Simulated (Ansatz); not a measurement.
## LiCu2SnAs2, from a guessed structure to a relaxed one

Starting from a made-up structure for LiCu2SnAs2, the aim is the relaxed cell, its shortest contacts and, where a second run follows, its electronic structure.

Method: DFT, PBEsol, plane-wave PAW, files of the set soft_1, scalar-relativistic, ferromagnetic start, cell and ions relaxed at zero pressure; PAW set soft_1, in the first sound run; inputs show where later runs differ, in Ansatz 0.2.0.

### 1. The starting structure

The structure is trigonal, space group P-3m1 (No. 164). The conventional cell has a = 3.976 Å, b = 3.976 Å, c = 6.753 Å, α = 90.00°, β = 90.00°, γ = 120.00°. Nearest to Sn lie 6 As at 2.97 Å and 6 Cu at 3.20 Å. Nearest to As lie 4 Cu at 2.32 to 2.63 Å and 3 Li at 2.74 Å and 3 Sn at 2.97 Å. Nearest to Cu lie 4 As at 2.32 to 2.63 Å and 3 Li at 2.56 Å and 3 Sn at 3.20 Å and 3 Cu at 3.24 Å. Nearest to Li lie 6 Cu at 2.56 Å and 6 As at 2.74 Å. Farther neighbours are not listed.

### 2. Relaxing cell and atoms

The guessed cell has no reason to be at equilibrium. It is relaxed with the atoms, within the space group of the guess.

Input file input.yaml:

```yaml
crystal:
  lattice:
    - [3.976, 0.0, 0.0]
    - [-1.988, 3.443317005, 0.0]
    - [0.0, 0.0, 6.753]
  atoms:
    - { symbol: Sn, position: [0.0, 0.0, 0.0] }
    - { symbol: As, position: [0.666666667, 0.333333333, 0.2797] }
    - { symbol: As, position: [0.333333333, 0.666666667, 0.7203] }
    - { symbol: Cu, position: [0.666666667, 0.333333333, 0.669], spin: 0.6 }
    - { symbol: Cu, position: [0.333333333, 0.666666667, 0.331], spin: 0.6 }
    - { symbol: Li, position: [0.0, 0.0, 0.5] }
magnetization:
  spin_polarized: true
kpoints:
  mp_grid: { grid: [8, 8, 4] }
scf:
  occupations: { method: fermi_dirac, width: 0.05 }
hamiltonian:
  xc: pbesol
  pseudopotentials: { kind: paw, azcp: { folder: soft_1 }, xc_functional: pbe }
relax:
  f_tol: 0.015
  max_steps: 70
  cell: {}
output:
  forces: true
  stress: true
```

Started as:

```console
> ansatz run input.yaml --threads 4 --pin off --max-ram 10240MiB --backend cpu --events-out ev --progress --plain --runs-dir out
```

Numbers of over 12 decimals in the logs are rounded to 6 here.

The program printed:

```text
Engine: ansatz 0.2.0, x86_64-unknown-linux-gnu
Pseudopotentials: kind: paw
Pseudopotential: Sn, paw, valence charge 14, recommended cutoff 420 eV (normal), soft_1/Sn.paw.azcp
Pseudopotential: As, paw, valence charge 15, recommended cutoff 420 eV (normal), soft_1/As.paw.azcp
Pseudopotential: Cu, paw, valence charge 19, recommended cutoff 420 eV (normal), soft_1/Cu.paw.azcp
Pseudopotential: Li, paw, valence charge 3, recommended cutoff 420 eV (normal), soft_1/Li.paw.azcp
Functional definition: PBEsol
  exchange = pbesol_x
  correlation = pbesol_c
Crystal: 6 atoms, lattice volume = 92.453 Å³
Basis set: ecut = 420 eV, 1823 PW (Γ), exchange–correlation on 54×54×96 points (8 copies of the dense FFT grid, shifted against one another)
Bands: 52, of which v1, the nominal top of the filled ones, is band 43 counted from 1 (42 counted from 0)
Symmetry: 12 space group operations
Space group: P-3m1 (ITA 164), of the structure as read, at distance tolerance 4.5e-5 Å
Magnetic group: BNS 164.85 (UNI 1315), of the structure as read, at distance tolerance 4.5e-5 Å
k-points: 35 of 256
Non-local potential: Sn, projectors of the file, l = 0: 2, l = 1: 2, l = 2: 2, l = 3: 1
Non-local potential: As, projectors of the file, l = 0: 2, l = 1: 2, l = 2: 3, l = 3: 1
Non-local potential: Cu, projectors of the file, l = 0: 3, l = 1: 2, l = 2: 3, l = 3: 1
Non-local potential: Li, projectors of the file, l = 0: 3, l = 1: 2, l = 2: 1
PAW form: soft (Blöchl's): semilocal exchange-correlation on the pseudo side does not see the compensation charge
PAW frozen core: Sn, regenerated for the run's functional, and the local potential with it (the file was generated under x = pbe(κ = 0.804, μ = 0.219515), c = pbe(β = 0.066725))
PAW frozen core: As, regenerated for the run's functional, and the local potential with it (the file was generated under x = pbe(κ = 0.804, μ = 0.219515), c = pbe(β = 0.066725))
PAW frozen core: Cu, regenerated for the run's functional, and the local potential with it (the file was generated under x = pbe(κ = 0.804, μ = 0.219515), c = pbe(β = 0.066725))
PAW one-centre angular grid: Sn, 590 points (default); XC on 64 Gauss nodes
PAW one-centre angular grid: As, 590 points (default); XC on 64 Gauss nodes
PAW one-centre angular grid: Cu, 590 points (default); XC on 64 Gauss nodes
PAW one-centre angular grid: Li, 110 points (default); XC on 64 Gauss nodes
Initial density: superposition of atomic densities (chi_scale 0.1, normalization cell, long waves kept (reshape's long-wave potential 0.04 eV rms))
Starting moments: Σ|m| = 1.2 μB on 2 of 6 sites
Initial wavefunctions: pseudopotential atomic-orbital guess
Functional: x = pbesol(κ = 0.804, μ = 0.123457), c = pbesol(β = 0.046)
SCF iter   1: F=—  HF=-28962.105290 eV  |F-HF|=—  |Δ(HF+E_count)|=         —  Δρ=1.48e-1 (↑1.48e-1 ↓1.01e-1)  dr2=4.01e1  dr2_m=5.22e-1  M=0.457 μB ∫|m|=0.613 μB  β_m=0.30  ethr=3.10e-3  ⟨swp⟩=8.0  Hψ=13790  notcnv=0  defer=6
preconditioner: auto → Kerker (q_TF=auto, 2.690 Å⁻¹)  [metal: Δε(μ)=0.017 eV  Ē_g=11.704 eV  σ=0.050 eV  W_gap=0.09  n_scr=34 (ndim 8)  ℏωp=26.5 eV  f_vac=0.000  D(μ)=2.91/eV (n_scr^D=22)]
spin=Collinear: Kerker preconditioning applied to the charge; magnetization (m = ρ↑ − ρ↓) channel mixes plain (no charge-response kernel on spin).
SCF iter   2: F=—  HF=-28958.782617 eV  |F-HF|=—  |Δ(HF+E_count)|=    3.32e0  Δρ=6.16e-2 (↑1.91e-2 ↓6.16e-2)  dr2=4.55e0  dr2_m=9.55e-1  M=0.069 μB ∫|m|=0.167 μB  β_m=0.30  ethr=3.10e-3  ⟨swp⟩=3.7  Hψ=9012  notcnv=0  defer=199
SCF iter   3: F=—  HF=-28957.688540 eV  |F-HF|=—  |Δ(HF+E_count)|=    1.09e0  Δρ=3.48e-2 (↑3.48e-2 ↓1.89e-2)  dr2=2.60e0  dr2_m=4.58e-1  M=0.085 μB ∫|m|=0.174 μB  β_m=0.30  ethr=3.10e-3  ⟨swp⟩=2.0  Hψ=6477  notcnv=0  defer=236
SCF iter   4: F=—  HF=-28957.257388 eV  |F-HF|=—  |Δ(HF+E_count)|=   4.31e-1  Δρ=2.08e-2 (↑1.57e-2 ↓2.08e-2)  dr2=1.33e-1  dr2_m=2.69e-1  M=0.070 μB ∫|m|=0.129 μB  β_m=0.30  ethr=3.06e-3  ⟨swp⟩=2.9  Hψ=5866  notcnv=0  defer=239
SCF iter   5: F=—  HF=-28957.239710 eV  |F-HF|=—  |Δ(HF+E_count)|=   1.77e-2  Δρ=3.39e-2 (↑7.21e-3 ↓3.39e-2)  dr2=1.06e0  dr2_m=1.64e-1  M=0.040 μB ∫|m|=0.087 μB  β_m=0.30  ethr=1.56e-4  ⟨swp⟩=2.1  Hψ=6812  notcnv=0  defer=239
SCF iter   6: F=—  HF=-28957.007834 eV  |F-HF|=—  |Δ(HF+E_count)|=   2.32e-1  Δρ=1.35e-2 (↑7.57e-3 ↓1.35e-2)  dr2=7.76e-2  dr2_m=8.71e-2  M=0.036 μB ∫|m|=0.073 μB  β_m=0.30  ethr=1.56e-4  ⟨swp⟩=2.7  Hψ=6373  notcnv=0  defer=240
SCF iter   7: F=—  HF=-28957.021240 eV  |F-HF|=—  |Δ(HF+E_count)|=   1.34e-2  Δρ=8.60e-3 (↑8.60e-3 ↓7.15e-3)  dr2=1.31e-2  dr2_m=4.76e-2  M=0.030 μB ∫|m|=0.060 μB  β_m=0.30  ethr=9.13e-5  ⟨swp⟩=2.0  Hψ=4724  notcnv=0  defer=240
Mixer restart at iter 7: flushing history
spin-set hold released at iteration 7 (site moments contracting): the magnetisation degrees of freedom join the quasi-Newton model from the next iteration; the mixer history was flushed
SCF iter   8: F=—  HF=-28957.044989 eV  |F-HF|=—  |Δ(HF+E_count)|=   2.37e-2  Δρ=1.02e-2 (↑1.02e-2 ↓2.38e-3)  dr2=3.03e-2  dr2_m=2.63e-2  M=0.025 μB ∫|m|=0.049 μB  β_m=0.65  ethr=1.55e-5  ⟨swp⟩=2.0  Hψ=6191  notcnv=0  defer=240
SCF iter   9: F=—  HF=-28957.079213 eV  |F-HF|=—  |Δ(HF+E_count)|=   3.42e-2  Δρ=4.41e-3 (↑4.41e-3 ↓1.16e-3)  dr2=5.47e-3  dr2_m=5.81e-3  M=0.013 μB ∫|m|=0.027 μB  β_m=0.82  ethr=1.55e-5  ⟨swp⟩=2.1  Hψ=7582  notcnv=0  defer=240
SCF iter  10: F=—  HF=-28957.079625 eV  |F-HF|=—  |Δ(HF+E_count)|=   4.11e-4  Δρ=2.10e-3 (↑1.18e-3 ↓2.10e-3)  dr2=9.00e-3  dr2_m=2.06e-4  M=-0.001 μB ∫|m|=0.003 μB  β_m=0.69  ethr=6.43e-6  ⟨swp⟩=2.0  Hψ=6773  notcnv=0  defer=240
SCF iter  11: F=—  HF=-28957.080123 eV  |F-HF|=—  |Δ(HF+E_count)|=   4.98e-4  Δρ=2.65e-4 (↑2.44e-4 ↓2.65e-4)  dr2=1.60e-4  dr2_m=9.60e-7  M=0.001 μB ∫|m|=0.002 μB  β_m=0.84  ethr=6.43e-6  ⟨swp⟩=2.0  Hψ=5309  notcnv=0  defer=240
SCF iter  12: F=—  HF=-28957.080584 eV  |F-HF|=—  |Δ(HF+E_count)|=   4.61e-4  Δρ=1.56e-4 (↑7.69e-5 ↓1.56e-4)  dr2=7.36e-5  dr2_m=3.38e-6  M=0.001 μB ∫|m|=0.001 μB  β_m=0.86  ethr=1.89e-7  ⟨swp⟩=2.0  Hψ=6380  notcnv=0  defer=240
SCF iter  13: F=—  HF=-28957.080582 eV  |F-HF|=—  |Δ(HF+E_count)|=   2.18e-6  Δρ=3.66e-5 (↑3.66e-5 ↓3.55e-5)  dr2=1.93e-5  dr2_m=8.40e-8  M=0.000 μB ∫|m|=0.000 μB  β_m=0.82  ethr=8.66e-8  ⟨swp⟩=2.1  Hψ=5663  notcnv=0  defer=240
SCF iter  14: F=—  HF=-28957.080577 eV  |F-HF|=—  |Δ(HF+E_count)|=   4.86e-6  Δρ=2.18e-5 (↑2.18e-5 ↓1.86e-5)  dr2=5.64e-6  dr2_m=6.73e-8  M=-0.000 μB ∫|m|=0.000 μB  β_m=0.83  ethr=2.27e-8  ⟨swp⟩=2.0  Hψ=5670  notcnv=0  defer=240
[...]
relax step   9: F+E_penalty+E_count = -28957.39135710 eV  Δ(F+E_penalty+E_count) = -5.485e-4 eV  max|allowed force component| = 2.241e-3 eV/Å  Δτ_max = 0.0050 Å  P = -0.023 GPa  Ω = 100.220 Å³  energy of the carried Pulay correction = -2.452e-3 eV  (8 SCF iters, dr2 threshold 4.23e-7 eV, accepted)
Basis set: ecut = 420 eV, 1955 PW (Γ), exchange–correlation on 60×60×96 points (8 copies of the dense FFT grid, shifted against one another)
Initial wavefunctions: pseudopotential atomic-orbital guess (no wavefunctions were taken with the density)
iter 1 solved again at ethr=1.44e-7 eV; its pass at ethr=3.10e-3 eV (dr2=1.22e-4 eV) is discarded
SCF iter   1: F=—  HF=-28957.389585 eV  |F-HF|=—  |Δ(HF+E_count)|=         —  Δρ=8.37e-4 (↑8.37e-4 ↓8.37e-4)  dr2=6.52e-5  dr2_m=7.54e-11  M=0.000 μB ∫|m|=0.000 μB  β_m=0.30  ethr=1.44e-7  ⟨swp⟩=3.0  Hψ=22306  notcnv=0
preconditioner: auto → Kerker (q_TF=auto, 2.654 Å⁻¹)  [metal: Δε(μ)=0.058 eV  Ē_g=12.276 eV  σ=0.050 eV  W_gap=0.28  n_scr=34 (ndim 8)  ℏωp=25.4 eV  f_vac=0.001  D(μ)=1.58/eV (n_scr^D=2)]
spin=Collinear: Kerker preconditioning applied to the charge; magnetization (m = ρ↑ − ρ↓) channel mixes plain (no charge-response kernel on spin).
SCF iter   2: F=—  HF=-28957.391848 eV  |F-HF|=—  |Δ(HF+E_count)|=   2.26e-3  Δρ=5.94e-4 (↑5.94e-4 ↓5.94e-4)  dr2=4.39e-5  dr2_m=3.72e-11  M=0.000 μB ∫|m|=0.000 μB  β_m=0.59  ethr=7.67e-8  ⟨swp⟩=2.0  Hψ=4732  notcnv=0
SCF iter   3: F=—  HF=-28957.393666 eV  |F-HF|=—  |Δ(HF+E_count)|=   1.82e-3  Δρ=1.66e-4 (↑1.66e-4 ↓1.66e-4)  dr2=3.70e-5  dr2_m=1.14e-12  M=0.000 μB ∫|m|=0.000 μB  β_m=0.46  ethr=5.17e-8  ⟨swp⟩=2.0  Hψ=4842  notcnv=0
SCF iter   4: F=—  HF=-28957.393709 eV  |F-HF|=—  |Δ(HF+E_count)|=   4.38e-5  Δρ=1.10e-5 (↑1.10e-5 ↓1.10e-5)  dr2=3.59e-7  dr2_m=1.80e-13  M=0.000 μB ∫|m|=0.000 μB  β_m=0.50  ethr=4.35e-8  ⟨swp⟩=2.0  Hψ=6424  notcnv=0
SCF iter   5: F=—  HF=-28957.393712 eV  |F-HF|=—  |Δ(HF+E_count)|=   2.46e-6  Δρ=7.24e-6 (↑7.24e-6 ↓7.24e-6)  dr2=4.65e-8  dr2_m=1.16e-14  M=0.000 μB ∫|m|=0.000 μB  β_m=0.75  ethr=4.22e-10  ⟨swp⟩=2.0  Hψ=4682  notcnv=0
SCF iter   6: F=—  HF=-28957.393712 eV  |F-HF|=—  |Δ(HF+E_count)|=   2.43e-8  Δρ=7.52e-6 (↑7.52e-6 ↓7.52e-6)  dr2=5.38e-8  dr2_m=6.54e-15  M=-0.000 μB ∫|m|=0.000 μB  β_m=0.88  ethr=5.47e-11  ⟨swp⟩=2.0  Hψ=6608  notcnv=0
SCF iter   7: F=—  HF=-28957.393712 eV  |F-HF|=—  |Δ(HF+E_count)|=   1.61e-7  Δρ=7.12e-7 (↑7.12e-7 ↓7.11e-7)  dr2=2.95e-9  dr2_m=2.11e-15  M=0.000 μB ∫|m|=0.000 μB  β_m=0.69  ethr=5.47e-11  ⟨swp⟩=2.0  Hψ=4340  notcnv=0
SCF iter   8: F=—  HF=-28957.393712 eV  |F-HF|=—  |Δ(HF+E_count)|=   1.56e-9  Δρ=4.36e-7 (↑4.36e-7 ↓4.35e-7)  dr2=1.39e-9  dr2_m=2.74e-16  M=0.000 μB ∫|m|=0.000 μB  β_m=0.85  ethr=3.47e-12  ⟨swp⟩=2.0  Hψ=5972  notcnv=0
SCF iter   9: F=—  HF=-28957.393740 eV  |F-HF|=—  |Δ(HF+E_count)|=   2.83e-5  Δρ=7.05e-7 (↑7.04e-7 ↓7.05e-7)  dr2=1.36e-9  dr2_m=2.24e-17  M=-0.000 μB ∫|m|=0.000 μB  β_m=0.85  ethr=1.63e-12  ⟨swp⟩=3.0  Hψ=7682  notcnv=0
SCF iter  10: F=—  HF=-28957.393740 eV  |F-HF|=—  |Δ(HF+E_count)|=  5.13e-10  Δρ=5.37e-7 (↑5.37e-7 ↓5.37e-7)  dr2=8.05e-10  dr2_m=1.41e-16  M=-0.000 μB ∫|m|=0.000 μB  β_m=0.92  ethr=1.61e-12  ⟨swp⟩=1.0  Hψ=3640  notcnv=0
SCF iter  11: F=—  HF=-28957.393740 eV  |F-HF|=—  |Δ(HF+E_count)|=  5.28e-10  Δρ=2.54e-7 (↑2.54e-7 ↓2.54e-7)  dr2=1.72e-10  dr2_m=1.06e-17  M=-0.000 μB ∫|m|=0.000 μB  β_m=0.92  ethr=1.00e-12  ⟨swp⟩=1.2  Hψ=3702  notcnv=0
SCF iter  12: F=-28957.393740 eV  HF=-28957.393740 eV  |F-HF|=4.73e-11  |Δ(HF+E_count)|=  1.09e-10  Δρ=1.43e-7 (↑1.43e-7 ↓1.43e-7)  dr2=5.24e-11  dr2_m=1.38e-18  M=-0.000 μB ∫|m|=0.000 μB  ethr=1.00e-12  ⟨swp⟩=3.4  Hψ=9808  notcnv=0
the starting moments were not kept: the SCF closed with an absolute magnetisation of 1.4e-9 μB, where they sum to 1.2 μB in size (2 sites). That is at most 0.1 of that sum. Measured as dr2_m measures the in/out step, that magnetisation stands 3.0e-19 eV from none, at or under the dr2_threshold of 6.0e-11 eV: it is no larger than a step whose dr2_m would equal this threshold.
SCF 10 converged in 12 iterations: F = -28957.393740 eV  dr2 = 5.24e-11
relax step  10: F+E_penalty+E_count = -28957.39374030 eV  Δ(F+E_penalty+E_count) = -2.383e-3 eV  max|allowed force component| = 1.984e-3 eV/Å  Δτ_max = 0.0000 Å  P = -0.025 GPa  Ω = 100.220 Å³  stress off target by 3.23e-2 GPa  SCF on the basis re-selected at this cell (its energy is not comparable with the rows above)  (12 SCF iters)
basis re-selected at this cell: Δ(F+E_penalty+E_count) = -2.383e-3 eV, ΔP = -0.003 GPa vs the last step (what re-selecting the basis moved, of the pressure what is left beyond the Pulay correction that the steps carried, after the strain that the cell walked since its last selection, with what the two solves' SCF thresholds leave and, on support functions, any second-order correction that the steps lacked; it is no measure of the basis error at this ecutwfc). The dense FFT grid was sized anew with the basis: this SCF ran on 30×30×48 points, the steps before it on 27×27×48, so part of this shift can come from that change (see relax.cell in the input reference). [rest of the remark cut]
SCF converged after 12 iterations
Magnetization: -0.0000 μB (42.5000 up, 42.5000 down)
Absolute magnetization: 0.0000 μB (∫|ρ↑−ρ↓|, with the PAW one-centre terms)
Spin contamination: 0.0000 ħ² per cell (⟨S²⟩ above its minimum at these occupations)
Per-site moments (μB) at R_I (Å): [(1.0834878043760468e-12, 1.234256), (-1.3931217105148801e-10, 1.018740), (-1.3931162567997665e-10, 1.018740), (-9.668528884419203e-11, 1.018740), (-9.668480944621033e-11, 1.018740), (5.899372729046606e-11, 1.040623)]
Free energy (F): -28957.393740 eV
Harris-Foulkes:  -28957.393740 eV  (|F-HF|=4.73e-11)
Internal energy: -28957.380517 eV  (E = F + TS)
E sigma→0 (E₀):  -28957.387129 eV
Entropy (-TS):   -0.013223 eV (-2.204 meV/atom)
Fermi energy:    11.560084 eV
--- Per-component energies (eV) ---
  E_band       = -1483.279325
  E_kinetic    = 904.880525
  E_local      = -16690.340374  (includes V_loc(G=0)·N_el)
  E_nonlocal   = 1133.742831
  E_hartree    = 7820.167051
  E_xc         = -411.906153
  E_vxc        = -418.671522  (∫ρ·V_xc dr)
  E_paw        = -11822.100511  (= ΣΔE_a)
  E_vpaw       = -2053.227225  (= ΣTr[D̂ρ^β])
  E_aug_tail   = 0.002418  (compensation charges beyond the density's cutoff)
  E_ewald      = -9894.456410
  E_core_change = 2.630105  (= ΣΔE_core)
  E_smearing   = -0.013223  (= −TS)
  E_closure    = 0.000000  (closes the sum)
  Σ components = -28957.393740   (vs F -28957.393740, Δ=0.00e0)
--- Forces (eV/Å), atoms counted from 1 ---
  atom   1  Sn     0.00000000     0.00000000     0.00000000
  atom   2  As     0.00000000    -0.00000000    -0.00070140
  atom   3  As     0.00000000     0.00000000     0.00070140
  atom   4  Cu     0.00000000    -0.00000000     0.00198388
  atom   5  Cu     0.00000000     0.00000000    -0.00198388
  atom   6  Li     0.00000000    -0.00000000     0.00000000
  max |Σ_I F_I| component: 1.85e-17 eV/Å
--- Stress (GPa, compression-positive) ---
       -0.021548      -0.000000      -0.000000
       -0.000000      -0.021548       0.000000
       -0.000000       0.000000      -0.032316
  P = ⅓ Tr σ = -0.0251 GPa (-0.251 kbar)
--- Relaxed structure (9 steps of the walk, 9 accepted, 1 SCFs on fresh bases) ---
  F+E_penalty+E_count = -28957.39374030 eV   max|allowed force component| = 1.984e-3 eV/Å   (the final SCF, on the basis selected at the relaxed cell)
  cell:  # Å, volume = 100.2197 Å³
    - [4.085820, 0.0, 0]
    - [-2.042910, 3.538424, 0]
    - [0, 0, 6.932087]
  atoms:
    - { symbol: Sn, position: [0, 0, 1.712546005209346e-19] }
    - { symbol: As, position: [0.666667, 0.333333, 0.265536] }
    - { symbol: As, position: [0.333333, 0.666667, 0.734464] }
    - { symbol: Cu, position: [0.666667, 0.333333, 0.628986] }
    - { symbol: Cu, position: [0.333333, 0.666667, 0.371014] }
    - { symbol: Li, position: [0, 0, 0.500000] }
```

Run time: 41 s. Hardware: 4 threads of AMD EPYC 7B13 (Zen 3), shared host; peak memory 0.71 GiB; 2.5 min of CPU time.

The steps of the relaxation:

```tsv
step	energy less that of the first step (eV)	largest force component (eV/Å)	pressure (GPa)	volume (Å³)
1	0.0000	0.2119	9.82	92.45
2	-0.2405	0.2899	1.53	100.89
3	-0.2643	0.0863	0.30	101.77
4	-0.2729	0.0966	-0.14	101.90
5	-0.2911	0.0652	-0.73	101.54
6	-0.3022	0.0615	-0.83	101.08
7	-0.3092	0.0854	-0.44	100.61
8	-0.3102	0.0578	0.30	99.91
9	-0.3108	0.0022	-0.02	100.22
10*	-0.3132	0.0020	-0.03	100.22
```

Relaxation steps marked * repeat the geometry before them on a plane-wave basis chosen anew for their cell, so energy and pressure can jump there.

The run keeps the 12 symmetry operations that it works with, so distortions that break them were not tested.

```tsv
conventional cell, symmetrised	before	after	change
a (Å)	3.976	4.086	+2.8 %
b (Å)	3.976	4.086	+2.8 %
c (Å)	6.753	6.932	+2.7 %
volume (Å³/atom)	15.41	16.70	+8.4 %
```

The atoms that moved most (Å, as changes of fractional coordinates times the final cell):

```tsv
atom	dx	dy	dz	length
Cu5	0.000	0.000	0.277	0.277
Cu4	0.000	0.000	-0.277	0.277
As3	0.000	0.000	0.098	0.098
As2	0.000	0.000	-0.098	0.098
```

This step gave:

```yaml
free_energy: -28957.3937 eV
energy_at_zero_smearing: -28957.3871 eV
smearing_term_ts: 0.01322 eV
fermi_energy: 11.56 eV
electrons: 85
symmetry_operations: 12
pressure: -0.02514 GPa
```

The shortest distance of each pair, which need not be the same contact before and after:

```tsv
pair	guess (Å)	relaxed (Å)
As–Cu	2.322	2.470
Cu–Li	2.564	2.523
As–Li	2.735	2.865
Cu–Cu	3.237	2.960
As–Sn	2.973	2.992
```

The relaxation ends with a largest force component of 0.0020 eV/Å and a pressure of -0.03 GPa. No moment survives the cycle: this start ends non-magnetic.

[end of part 1 of 2]

[Logs are printed without paths, hosts, clocks, repeated set-up lines and the standing remarks that a program may print on its own settings, such as how far it seeks lower states.]

[Hosts, paths, dates, database ids (printed as entryN), source tags and the programs' standing remarks are cut or masked in the printed files.]
